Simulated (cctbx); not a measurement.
# What is wrong with this refinement?

Cell a = 4.7270 Å, b = 8.3850 Å, c = 8.5020 Å, α = 90.00°, β = 90.00°, γ = 90.00°; space group Immm (no. 71).

Simulated single-crystal data (cctbx): synchrotron X-rays, λ = 0.4959 Å, to d = 0.77 Å, 80 % of the full sphere, strongest reflection 20000 counts, noise from counting, a 4 % proportional error and a noise floor of 4 counts (s.d.); no absorption, and some extinction, which the refinements don't model.

An anisotropic refinement with weights 1/σ² prints:

```text
Rint 0.032, 31 unique reflections to 1.60 A
cycle     R1     wR2    GooF  max shift (A)
   1  0.0163  0.0378   3.126   0.00691
   2  0.0076  0.0132   1.094   0.00000
final R1 0.0076 wR2 0.0132 GooF 1.094  parameters 25  data/parameter 1.2
atom        x        y        z      Ueq    occ   su(xyz)  su(Uiso or U11)
Ce1    0.00000  0.00000  0.00000   0.0137  1.000  0.00000  0.0056
Rh1    0.00000  0.00000  0.35599   0.0107  1.000  0.00029  0.0050
Fe1    0.50000  0.86057  0.50000   0.0231  1.000  0.00065  0.0072
Fe2    0.75000  0.25000  0.25000   0.0188  1.000  0.00000  0.0055
Fe3    0.50000  0.00000  0.77222   0.0116  1.000  0.00058  0.0078
Fe4    0.00000  0.28287  0.50000   0.0132  1.000  0.00063  0.0077
difference map: max 0.17 min -0.30 rms 0.06
Q1    0.2494  0.0000  0.5000    4    0.17  1.66 A from Fe1
Q2    0.2372  0.0000  0.1092    8    0.15  1.46 A from Ce1
Q3    0.0000  0.3142  0.1234    8    0.07  1.12 A from Fe1
Q4    0.0000  0.3212  0.3795    8    0.06  1.07 A from Fe4
Q5    0.0000  0.2149  0.3298    8    0.05  1.39 A from Fe2
```

**Question.** Can this result stand? If not, what is the likely fault?

Mend it. The fault: data cut at low resolution. Against the right model at the same level, R1 goes from 0.0123 to 0.0076 and GooF from 1.00 to 1.09. The atoms are right, but there are too few data for the parameters: R1 flatters and the s.u.s grow. Data per parameter fall from 9.9 to 1.2.

The compound is CeFe10Rh2. The right model at the same level gives:

```text
Rint 0.035, 248 unique reflections to 0.77 A
cycle     R1     wR2    GooF  max shift (A)
   1  0.0247  0.0662   2.503   0.00081
   2  0.0123  0.0264   0.999   0.00000
final R1 0.0123 wR2 0.0264 GooF 0.999  parameters 25  data/parameter 9.9
atom        x        y        z      Ueq    occ   su(xyz)  su(Uiso or U11)
Ce1    0.00000  0.00000  0.00000   0.0102  1.000  0.00000  0.0002
Rh1    0.00000  0.00000  0.35563   0.0069  1.000  0.00004  0.0002
Fe1    0.50000  0.86072  0.50000   0.0218  1.000  0.00010  0.0004
Fe2    0.75000  0.25000  0.25000   0.0137  1.000  0.00000  0.0003
Fe3    0.50000  0.00000  0.77247   0.0124  1.000  0.00009  0.0003
Fe4    0.00000  0.28202  0.50000   0.0118  1.000  0.00009  0.0004
difference map: max 0.60 min -1.02 rms 0.18
Q1    0.0000  0.2062  0.3209    8    0.62  1.38 A from Fe2
Q2    0.1803  0.5000  0.3239    8    0.51  0.96 A from Fe3
Q3    0.2380  0.4349  0.1570   16    0.41  1.36 A from Rh1
Q4    0.0000  0.0688  0.4221    8    0.40  0.81 A from Rh1
Q5    0.0000  0.4165  0.4264    8    0.38  1.29 A from Fe4
Q6    0.0000  0.4109  0.2154    8    0.38  0.89 A from Fe3
```

The model was made for the exercise: a known structure type with other elements put in, its volume estimated, not relaxed; displacement parameters are assumed.

[Middle refinement cycles are left out of these outputs.]

[Logs are printed without paths, hosts, clocks, repeated set-up lines and the standing remarks that a program may print on its own settings, such as how far it seeks lower states.]
